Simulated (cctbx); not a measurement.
# Occupancies in Mn4CdS8

Cell a = 16.6010 Å, b = 3.7940 Å, c = 11.8154 Å, α = 90.00°, β = 134.56°, γ = 90.00°; space group C2/m (no. 12); nominal formula Mn4CdS8.

The data are simulated with cctbx, not measured: Cu Kα, λ = 1.54184 Å, to d = 0.8 Å, 80 % of the full sphere, strongest reflection 20000 counts, noise from counting, a 3 % proportional error and a noise floor of 8 counts (s.d.); no absorption.

With every site full:

```text
Rint 0.032, 631 unique reflections to 0.80 A
cycle     R1     wR2    GooF  max shift (A)
   1  0.1047  0.2421   6.104   0.00252
   2  0.0197  0.0441   1.113   0.00001
final R1 0.0197 wR2 0.0441 GooF 1.113  parameters 40  data/parameter 15.8
atom        x        y        z      Ueq    occ   su(xyz)  su(Uiso or U11)
Cd1    0.00000  0.50000  0.00000   0.0170  1.000  0.00000  0.0002
Mn2    0.17141  0.00000  0.52396   0.0304  1.000  0.00010  0.0004
Mn3    0.15514  0.50000  0.81573   0.0187  1.000  0.00008  0.0004
S1     0.17494  0.00000  0.72028   0.0317  1.000  0.00015  0.0006
S2     0.95988  0.50000  0.61769   0.0347  1.000  0.00016  0.0006
S3     0.69660  0.50000  0.35413   0.0309  1.000  0.00014  0.0006
S4     0.84962  0.00000  0.04620   0.0331  1.000  0.00015  0.0007
difference map: max 0.62 min -0.51 rms 0.13
Q1    0.1225  0.5000  0.7842    4    0.62  0.39 A from Mn3
Q2    0.0694  0.5000  0.4786    4    0.51  0.87 A from S2
Q3    0.1869  0.5000  0.8819    4    0.49  0.56 A from Mn3
Q4    0.0748  0.5000  0.2701    4    0.46  1.78 A from S2
Q5    0.2236  0.5000  0.7681    4    0.44  1.58 A from Mn3
Q6    0.0697  0.1425  0.1308    8    0.40  1.75 A from Cd1
```

With the occupancies of the suspect sites free, each still typed as its main element:

```text
Rint 0.032, 631 unique reflections to 0.80 A
cycle     R1     wR2    GooF  max shift (A)
   1  0.1381  0.2969   7.500   0.00045
   6  0.0167  0.0375   0.948   0.00004
final R1 0.0166 wR2 0.0375 GooF 0.947  parameters 42  data/parameter 15.0
atom        x        y        z      Ueq    occ   su(xyz)  su(Uiso or U11)
Cd1    0.00000  0.50000  0.00000   0.0162  0.975  0.00000  0.0002
Mn2    0.17141  0.00000  0.52397   0.0311  1.000  0.00008  0.0004
Mn3    0.15511  0.50000  0.81573   0.0206  1.023  0.00007  0.0003
S1     0.17490  0.00000  0.72022   0.0323  1.000  0.00013  0.0005
S2     0.95987  0.50000  0.61766   0.0354  1.000  0.00014  0.0005
S3     0.69653  0.50000  0.35413   0.0317  1.000  0.00012  0.0005
S4     0.84964  0.00000  0.04621   0.0338  1.000  0.00013  0.0006
su of occupancy Cd1: 0.003
su of occupancy Mn3: 0.004
difference map: max 0.48 min -0.50 rms 0.12
Q1    0.0692  0.5000  0.4805    4    0.50  0.89 A from S2
Q2    0.2240  0.5000  0.7678    4    0.46  1.59 A from Mn3
Q3    0.0754  0.5000  0.2701    4    0.42  1.79 A from S2
Q4    0.1096  0.0000  0.7893    4    0.42  1.55 A from S4
Q5    0.0689  0.1458  0.1284    8    0.37  1.73 A from Cd1
Q6    0.0882  0.5000  0.9388    4    0.34  2.04 A from Cd1
```

**Question.** What is the disorder?

X-rays count electrons. Cd1 refines to 0.975(0.003), or 46.8 electrons; the site truly holds 0.95 Cd and 0.05 Mn, 46.8 electrons, which is 0.976 of Cd; Mn3 refines to 1.023(0.004), or 25.6 electrons; the site truly holds 0.975 Mn and 0.025 Cd, 25.6 electrons, which is 1.023 of Mn. A value under 1 can't tell vacancies from a lighter guest, and one over 1 needs a heavier guest; chemistry or a second radiation must settle which. Occupancy correlates with U and the scale, and the two elements' form factors differ in shape, so the match is approximate.

Freeing them takes R1 from 0.0197 to 0.0166 and GooF from 1.11 to 0.95.

The model was made for the exercise: a known structure type with other elements put in, its volume estimated, not relaxed; displacement parameters are assumed.

[Middle refinement cycles are left out of these outputs.]

[Logs are printed without paths, hosts, clocks, repeated set-up lines and the standing remarks that a program may print on its own settings, such as how far it seeks lower states.]
